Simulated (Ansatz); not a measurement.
In doubt: one-shot GW on d or f shells is unsure, so the values of those runs are not to be relied on.

Rows from a G0W0 calculation on Cs2AgBiBr6 (Fm-3m) (Ansatz 0.2.0; G0W0 on PBE, plane waves, PAW; PAW set soft_1; 2×2×2 mesh, 993 empty bands, screening to 110 eV, PAW set soft_1 files), in eV. Spin-orbit coupling is left out.

```
row                        k  band  start       Σx  Σc at the solution      Vxc
  A  (0.000, -0.500, -0.500)    c1  6.353  -10.340              -3.507  -14.241
  B   (0.000, 0.000, -0.500)    v1  2.543  -22.464               3.107  -18.424
  C  (0.000, -0.500, -0.500)    v2  3.027  -26.204               3.238  -22.210
  D   (0.000, 0.000, -0.500)    c2  7.127  -12.361              -3.468  -16.266
  E  (0.000, -0.500, -0.500)    v1  3.590  -24.226               2.426  -21.134
  F   (0.000, 0.000, -0.500)    c1  4.903   -9.576              -3.450  -13.358
```

Q: Work out each quasiparticle level and how far it moved.

The quasiparticle equation reads E = start + Σx + Σc(E) − Vxc.

```
row  E (eV)  shift (eV)
  A   6.746      +0.393
  B   1.608      −0.934
  C   2.270      −0.757
  D   7.563      +0.436
  E   2.926      −0.665
  F   5.235      +0.332
```

The gap over the computed points goes from 1.31 eV to 2.31 eV.

Limits: not at the basis limit; d shell near the gap, gap tends to lie low; no spin-orbit coupling; coarse k mesh.

[Paths, hosts, dates, memory and timing lines, banners, echoed tables and standing remarks are left out of the program output.]

[Logs are printed without paths, hosts, clocks, repeated set-up lines and the standing remarks that a program may print on its own settings, such as how far it seeks lower states.]

[Runs of the session that timed out or met a known fault of the program may be left out.]

[Cells called generated may have been cut or substituted from an entry of the Crystallography Open Database or the Materials Project.]

[Hosts, paths, dates, database ids (printed as entryN), source tags and the programs' standing remarks are cut or masked in the printed files.]
